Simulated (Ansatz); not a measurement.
# How many bands does the GW gap of Al2InN3 (Cmc2_1) need?, part 2 of 2

Wanted: a G0W0 gap for Al2InN3 (Cmc2_1) that is converged in bands and cutoff, or an estimate of the limit.

Ansatz 0.2.0; G0W0 on PBE, plane waves, PAW; PAW set soft_1. Known limits of the many-body steps: not at the basis limit; no spin-orbit coupling; coarse k mesh.

So far. Step 2 (128 empty bands, screening to 54 eV): The gap on the mesh goes from 2.29 eV to 3.23 eV, a correction of +0.93 eV. Between the two edge states, bare exchange in place of the xc potential would open the gap by 7.66 eV, and correlation takes back 6.73 eV. Step 3 (362 empty bands, screening to 108 eV): Against the run with 6×6×4 mesh, 128 empty bands, screening to 54 eV, PAW set soft_1 files, the gap moves by +0.22 eV.

## Step 4: 780 empty bands, screening to 180 eV

input.yaml reads:

```yaml
crystal:
  lattice:
    - [4.8800190524, -2.8055151375, 0.0]
    - [4.8800190524, 2.8055151375, 0.0]
    - [0.0, 0.0, 5.1994618]
  atoms:
    - { symbol: Al, position: [0.00854286, 0.33490025, 0.99162672] }
    - { symbol: Al, position: [0.66509975, 0.99145714, 0.99162672] }
    - { symbol: Al, position: [0.99145714, 0.66509975, 0.49162672] }
    - { symbol: Al, position: [0.33490025, 0.00854286, 0.49162672] }
    - { symbol: In, position: [0.32191553, 0.67808447, 0.98638376] }
    - { symbol: In, position: [0.67808447, 0.32191553, 0.48638376] }
    - { symbol: "N", position: [0.03698256, 0.33358057, 0.35579997] }
    - { symbol: "N", position: [0.66641943, 0.96301744, 0.35579997] }
    - { symbol: "N", position: [0.96301744, 0.66641943, 0.85579997] }
    - { symbol: "N", position: [0.33358057, 0.03698256, 0.85579997] }
    - { symbol: "N", position: [0.29809134, 0.70190866, 0.40676283] }
    - { symbol: "N", position: [0.70190866, 0.29809134, 0.90676283] }
kpoints:
  mp_grid: { grid: [6, 6, 4] }
hamiltonian:
  xc: pbe
  pseudopotentials: { kind: paw, azcp: { folder: soft_1 } }
scf:
  occupations: { method: fixed }
gw:
  n_empty_bands: 780
  ecut_chi: 180.0
  qp_bands: [v4, c4]
  qp_kpoints: band_edges
  screening: { model: contour_deformation }
```

Run with:

```
$ ansatz run input.yaml --threads 2 --pin off --max-ram 92160MiB --backend cuda --events-out ev --progress --plain --runs-dir out --devices 1 --max-vram 13GiB
```

Numbers of over 12 decimals in the logs are rounded to 6 here.

The program printed:

```text
GPUs: using 1 of 1 available (devices: 1).
[...]
GPU FFT provider: cuFFT
GPU libraries: cuBLAS 13.8.2, cuFFT 12.4.0, cuSOLVER 12.3.4
Crystal: 12 atoms, lattice volume = 142.371 Å³
Basis set: ecut = 420 eV, 2793 PW (Γ)
Bands: 46, of which v1, the nominal top of the filled ones, is band 34 counted from 1 (33 counted from 0)
Symmetry: 4 space group operations
[...]
k-points: 39 of 144 (time reversal used)
[...]
0    38     13.8778    -6.3869    -4.3128   -10.9988  0.8176    14.1779    14.1770  root
[...]
37    35     12.6729   -10.9615    -4.3134   -15.8537  0.7911    13.2552    13.2517  root
    37    36     12.6929    -8.9995    -4.2648   -13.7236  0.8083    13.1542    13.1522  root
    37    37     13.7216    -8.7145    -4.2607   -13.4322  0.8001    14.1810    14.1786  root
    37    38     14.2509    -7.8862    -4.5196   -12.8633  0.7997    14.7111    14.7085  root
[key lines of the parts left out:]
SCF converged after 9 iterations
Free energy (F): -15660.232440 eV
Fermi energy:    8.246112 eV
```

It took 6.2 min on 1 × NVIDIA H100 80GB HBM3 (shared by 6 runs) with 2 threads of AMD EPYC 7R13 (Zen 3), shared host; peak memory 6.5 GiB.

Numbers from this step:

```
bands summed                                 : 814
RPA ε∞ on this mesh (eigenvalues)            : 5.077, 5.106, 5.337
plane waves in the screening matrix          : 767
G0W0 gap on the mesh                         : 3.519 eV
k of the valence top                         : 0, 0, 0
k of the conduction bottom                   : 0, 0, 0
starting gap on the mesh                     : 2.292 eV
least direct G0W0 gap on the computed points : 3.519 eV
```

Against the run with 6×6×4 mesh, 362 empty bands, screening to 108 eV, PAW set soft_1 files, the gap moves by +0.08 eV.

## Step 5: Changing the k mesh: 3×3×2 mesh, 362 empty bands, screening to 108 eV, PAW set soft_1 files

Only the mesh changes. It samples the long-range screening, which converges on its own terms. Bands and cutoff differ from the step before, so it is read against an earlier run that matches them.

Edit input.yaml of step 4 so:

```diff
@@ -19,3 +19,3 @@
 kpoints:
-  mp_grid: { grid: [6, 6, 4] }
+  mp_grid: { grid: [3, 3, 2] }
 hamiltonian:
@@ -26,4 +26,4 @@
 gw:
-  n_empty_bands: 780
-  ecut_chi: 180.0
+  n_empty_bands: 362
+  ecut_chi: 108
   qp_bands: [v4, c4]
```

The program printed:

```text
GPUs: using 1 of 1 available (devices: 1).
[...]
GPU FFT provider: cuFFT
GPU libraries: cuBLAS 13.8.2, cuFFT 12.4.0, cuSOLVER 12.3.4
Crystal: 12 atoms, lattice volume = 142.371 Å³
Basis set: ecut = 420 eV, 2793 PW (Γ)
Bands: 46, of which v1, the nominal top of the filled ones, is band 34 counted from 1 (33 counted from 0)
Symmetry: 4 space group operations
[...]
k-points: 8 of 18
[...]
0    38     13.8779    -6.3410    -4.2843   -10.9975  0.8114    14.2521    14.2502  root
[...]
7    35     12.8714    -9.1680    -4.1507   -13.9514  0.7977    13.5098    13.5040  root
     7    36     12.8714    -9.1680    -4.1507   -13.9514  0.7977    13.5098    13.5040  root
     7    37     13.7847    -7.7025    -4.2374   -12.4755  0.8029    14.3243    14.3202  root
     7    38     13.7847    -7.7025    -4.2374   -12.4755  0.8029    14.3243    14.3202  root
[key lines of the parts left out:]
SCF converged after 9 iterations
Free energy (F): -15660.208008 eV
Fermi energy:    8.250222 eV
```

Elapsed: 19 s, on 1 × NVIDIA H100 80GB HBM3 (shared by 6 runs) with 2 threads; peak memory 1.4 GiB.

Numbers from this step:

```yaml
bands_summed: 396
rpa_eps_infinity_on_this_mesh_eigenvalues: 5.415, 5.448, 5.763
plane_waves_in_the_screening_matrix: 381
g0w0_gap_on_the_mesh: 3.440 eV
k_of_the_valence_top: 0, 0, 0
k_of_the_conduction_bottom: 0, 0, 0
starting_gap_on_the_mesh: 2.290 eV
least_direct_g0w0_gap_on_the_computed_points: 3.440 eV
```

Against the run with 6×6×4 mesh, 362 empty bands, screening to 108 eV, PAW set soft_1 files, the gap moves by −0.003 eV.

## Step 6: Side by side

Times are wall times on 1 × NVIDIA H100 80GB HBM3 (shared by 6 runs) with 2 threads of AMD EPYC 7R13 (Zen 3), shared host, good to a factor of about two.

| mesh | files | frequency | bands summed | cutoff (eV) | start (eV) | G0W0 (eV) | time | host memory (GiB) |
| --- | --- | --- | --- | --- | --- | --- | --- | --- |
| 6×6×4 | PAW set soft_1 | contour deformation | 162 | 54 | 2.292 | 3.226 | 98 s | 1.5 |
| 6×6×4 | PAW set soft_1 | contour deformation | 396 | 108 | 2.292 | 3.443 | 2.5 min | 2.8 |
| 6×6×4 | PAW set soft_1 | contour deformation | 814 | 180 | 2.292 | 3.519 | 6.2 min | 6.5 |
| 3×3×2 | PAW set soft_1 | contour deformation | 396 | 108 | 2.290 | 3.440 | 19 s | 1.4 |

How the two edges are built up, in eV (the quasiparticle level is the starting level plus Σx plus Σc less Vxc):

| run | edge | start | Σx | Σc | Vxc | Z | QP |
| --- | --- | --- | --- | --- | --- | --- | --- |
| 162 bands | valence top | 8.25 | -21.73 | 3.69 | -17.98 | 0.77 | 8.19 |
| 162 bands | conduction bottom | 10.54 | -11.18 | -3.03 | -15.09 | 0.81 | 11.42 |
| 396 bands | valence top | 8.25 | -21.73 | 3.23 | -17.98 | 0.77 | 7.73 |
| 396 bands | conduction bottom | 10.54 | -11.18 | -3.28 | -15.09 | 0.80 | 11.17 |
| 814 bands | valence top | 8.25 | -21.73 | 2.95 | -17.98 | 0.76 | 7.44 |
| 814 bands | conduction bottom | 10.54 | -11.18 | -3.49 | -15.09 | 0.80 | 10.96 |

## Step 7: Results

| Property | Result |
| --- | --- |
| 162 bands, 54 eV | 3.226 eV |
| 396 bands, 108 eV | 3.443 eV |
| 814 bands, 180 eV | 3.519 eV |
| estimated limit in bands and cutoff | 3.59 eV |
| mesh and start | 6×6×4, PBE |

What this shows: A line in one over the bands through the two highest rungs gives 3.59 eV, +0.07 eV from the top rung; the pair below gives 3.59 eV, in fair agreement. The rungs stand 0.37 eV (162 bands), 0.15 eV (396 bands) and 0.07 eV (814 bands) from it. From 162 to 814 bands the gap moves by +0.29 eV while the time grows 3.8-fold. Σc changes by −0.75 eV at the valence top and −0.45 eV at the conduction bottom, so the levels themselves move more than the gap between them. On the 3×3×2 mesh in place of 6×6×4 the gap differs by −0.003 eV, of which −0.002 eV is already in the start. The cheapest rung within 0.1 eV of this estimate is that with 814 bands (6.2 min). The many-body steps are scalar-relativistic: spin-orbit coupling is not in them.

[Paths, hosts, dates, memory and timing lines, banners, echoed tables and standing remarks are left out of the program output.]

[Logs are printed without paths, hosts, clocks, repeated set-up lines and the standing remarks that a program may print on its own settings, such as how far it seeks lower states.]

[Runs of the session that timed out or met a known fault of the program may be left out.]

[Cells called generated may have been cut or substituted from an entry of the Crystallography Open Database or the Materials Project.]

[Hosts, paths, dates, database ids (printed as entryN), source tags and the programs' standing remarks are cut or masked in the printed files.]
